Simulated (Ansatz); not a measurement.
**G0W0 on several functionals: GaN (F-43m)**

How much of the starting functional survives in the G0W0 gap of GaN (F-43m)?

Program: Ansatz 0.2.0. Level of theory: G0W0 on several functionals, plane waves, PAW. Results are calculated unless marked as measured.

Report form: the programs' logs are mostly left out.

In doubt: masses and optical values from hybrid runs of this build are listed as unsure (step 4), which bears on the screening that GW takes from such a start.

## (1) The structure

It takes space group F-43m (No. 216, cubic). Conventional cell: a = 4.507 Å, b = 4.507 Å, c = 4.507 Å, α = 90.00°, β = 90.00°, γ = 90.00°. Ga has 4 N at 1.95 Å nearest. Nearest to N lie 4 Ga at 1.95 Å. Farther neighbours and most contacts between anions are not listed.

The cell and positions are those that the Materials Project relaxed with its own functionals (PBE, PBE+U or r2SCAN), kept fixed. This is not the form that GaN usually takes at ambient conditions.

## (2) G0W0 on PBE

G0W0 replaces the xc potential by the self-energy, built once from these orbitals. Only a window of levels is corrected, while the sums run over the empty bands that the input names. This step takes PAW set soft_1 files.

This step: G0W0 on PBE, plane waves, PAW; PAW set soft_1.

File input.yaml:

```yaml
crystal:
  lattice:
    - [0.0, 2.2535006075, 2.2535006075]
    - [2.2535006075, 0.0, 2.2535006075]
    - [2.2535006075, 2.2535006075, 0.0]
  atoms:
    - { symbol: Ga, position: [0.0, 0.0, 0.0] }
    - { symbol: "N", position: [0.75, 0.75, 0.75] }
kpoints:
  mp_grid: { grid: [6, 6, 6] }
hamiltonian:
  xc: pbe
  pseudopotentials: { kind: paw, azcp: { folder: soft_1 } }
scf:
  occupations: { method: fixed }
gw:
  n_empty_bands: 68
  ecut_chi: 120
  qp_bands: [v2, c2]
  qp_kpoints: band_edges
  screening: { model: contour_deformation }
```

On the command line:

```console
$ ansatz run input.yaml --threads 3 --pin off --max-ram 92160MiB --backend cuda --events-out ev --progress --plain --runs-dir out --devices 1 --max-vram 13GiB
```

The job ended after 10 s (1 × NVIDIA H100 80GB HBM3 (shared by 6 runs) with 3 threads of AMD EPYC 7R13 (Zen 3), shared host; peak memory 0.98 GiB; 9.4 s of CPU time).

This step gave:

```
bands summed                                 : 77
RPA ε∞ on this mesh (eigenvalues)            : 6.641, 6.641, 6.641
plane waves in the screening matrix          : 65
q-points in the mesh                         : 216
G0W0 gap on the mesh                         : 2.793 eV
k of the valence top                         : 0, 0, 0
k of the conduction bottom                   : 0, 0, 0
starting gap on the mesh                     : 1.717 eV
Z at the valence top                         : 0.7647
Z at the conduction bottom                   : 0.7984
least direct G0W0 gap on the computed points : 2.793 eV
```

The gap on the mesh goes from 1.72 eV to 2.79 eV, a correction of +1.08 eV. Between the two edge states, bare exchange in place of the xc potential would open the gap by 7.87 eV, and correlation takes back 6.79 eV.

## (3) G0W0 on LDA

One-shot GW remembers its start. Another functional's orbitals and levels show by how much.

This step: G0W0 on LDA, plane waves, PAW; PAW set soft_1.

Edit input.yaml of step 2 so:

```diff
@@ -11,4 +11,4 @@
 hamiltonian:
-  xc: pbe
-  pseudopotentials: { kind: paw, azcp: { folder: soft_1 } }
+  xc: lda
+  pseudopotentials: { kind: paw, azcp: { folder: soft_1 }, xc_functional: pbe }
 scf:
```

Run time: 14 s. Hardware: 1 × NVIDIA H100 80GB HBM3 (shared by 6 runs) with 3 threads; peak memory 0.97 GiB; 7.5 s of CPU time.

This step gave:

```yaml
bands_summed: 77
rpa_eps_infinity_on_this_mesh_eigenvalues: 6.705, 6.705, 6.705
plane_waves_in_the_screening_matrix: 65
q_points_in_the_mesh: 216
g0w0_gap_on_the_mesh: 2.844 eV
k_of_the_valence_top: 0, 0, 0
k_of_the_conduction_bottom: 0, 0, 0
starting_gap_on_the_mesh: 1.734 eV
z_at_the_valence_top: 0.7645
z_at_the_conduction_bottom: 0.7972
least_direct_g0w0_gap_on_the_computed_points: 2.844 eV
```

Against the run with 6×6×6 mesh, 68 empty bands, screening to 120 eV, PAW set soft_1 files on PBE, the gap moves by +0.05 eV.

## (4) G0W0 on HSE06

This step: G0W0 on HSE06, plane waves, PAW; PAW set soft_1.

Edit input.yaml of step 3 so:

```diff
@@ -11,4 +11,4 @@
 hamiltonian:
-  xc: lda
-  pseudopotentials: { kind: paw, azcp: { folder: soft_1 }, xc_functional: pbe }
+  xc: hse06
+  pseudopotentials: { kind: paw, azcp: { folder: soft_1 } }
 scf:
```

The job ended after 26 s (1 × NVIDIA H100 80GB HBM3 (shared by 6 runs) with 3 threads; peak memory 1.2 GiB).

Numbers from this step:

```yaml
bands_summed: 77
rpa_eps_infinity_on_this_mesh_eigenvalues: 4.725, 4.725, 4.725
plane_waves_in_the_screening_matrix: 65
g0w0_gap_on_the_mesh: 3.407 eV
k_of_the_valence_top: 0, 0, 0
k_of_the_conduction_bottom: 0, 0, 0
starting_gap_on_the_mesh: 2.961 eV
least_direct_g0w0_gap_on_the_computed_points: 3.407 eV
```

Against the run with 6×6×6 mesh, 68 empty bands, screening to 120 eV, PAW set soft_1 files on LDA, the gap moves by +0.56 eV, while the start moved by +1.23 eV.

## (5) The starts together

All on the 6×6×6 mesh with 68 empty bands and screening to 120 eV. Times are wall times on 1 × NVIDIA H100 80GB HBM3 (shared by 6 runs) with 3 threads of AMD EPYC 7R13 (Zen 3), shared host, good to a factor of about two.

```
start  starting gap (eV)  shift (eV)  G0W0 gap (eV)  RPA ε∞ (harmonic mean)  Z (valence, conduction)  time
  PBE               1.72       +1.08           2.79                    6.64               0.76, 0.80  10 s
  LDA               1.73       +1.11           2.84                    6.71               0.76, 0.80  14 s
HSE06               2.96       +0.45           3.41                    4.72               0.80, 0.83  26 s
```

The parts of the quasiparticle energy at the two band edges (eV; QP = start + Σx + Σc − Vxc):

```
  run               edge  start      Σx     Σc     Vxc     Z     QP
  PBE        valence top   9.64  -23.90   3.14  -20.27  0.76   9.15
  PBE  conduction bottom  11.36  -11.48  -3.65  -15.71  0.80  11.94
  LDA        valence top   9.27  -23.84   3.05  -20.44  0.76   8.94
  LDA  conduction bottom  11.01  -11.59  -3.73  -16.09  0.80  11.78
HSE06        valence top   8.81  -23.64   2.87  -20.77  0.80   8.81
HSE06  conduction bottom  11.77  -10.86  -3.62  -14.92  0.83  12.21
```

For a hybrid start, Vxc holds its share of exact exchange.

## (6) What came out

```yaml
g0w0_pbe: 2.79 eV (start 1.72 eV)
g0w0_lda: 2.84 eV (start 1.73 eV)
g0w0_hse06: 3.41 eV (start 2.96 eV)
known_limits: not at the basis limit; no spin-orbit coupling
```

**Reading.** The starting gaps span 1.24 eV and the G0W0 gaps 0.61 eV. Between PBE and HSE06, 0.61 eV of the 1.24 eV survives, 49 %. HSE06 screens less than PBE (ε∞ 4.72 against 6.64). Of the 0.61 eV by which its G0W0 gap is higher, the correlation part gives +0.30 eV, and exchange with the one-particle terms, which follow the orbitals, +0.31 eV. The smallest correction, +0.45 eV, is on HSE06, the start nearest to reproducing itself. Bands and cutoff are finite, so the gap is not at the basis limit. The miss can reach some tenths of an eV and take either sign; the mesh is an error of its own. The many-body steps are scalar-relativistic: spin-orbit coupling is not in them.

[Paths, hosts, dates, memory and timing lines, banners, echoed tables and standing remarks are left out of the program output.]

[Logs are printed without paths, hosts, clocks, repeated set-up lines and the standing remarks that a program may print on its own settings, such as how far it seeks lower states.]

[Runs of the session that timed out or met a known fault of the program may be left out.]

[Cells called generated may have been cut or substituted from an entry of the Crystallography Open Database or the Materials Project.]

[Hosts, paths, dates, database ids (printed as entryN), source tags and the programs' standing remarks are cut or masked in the printed files.]
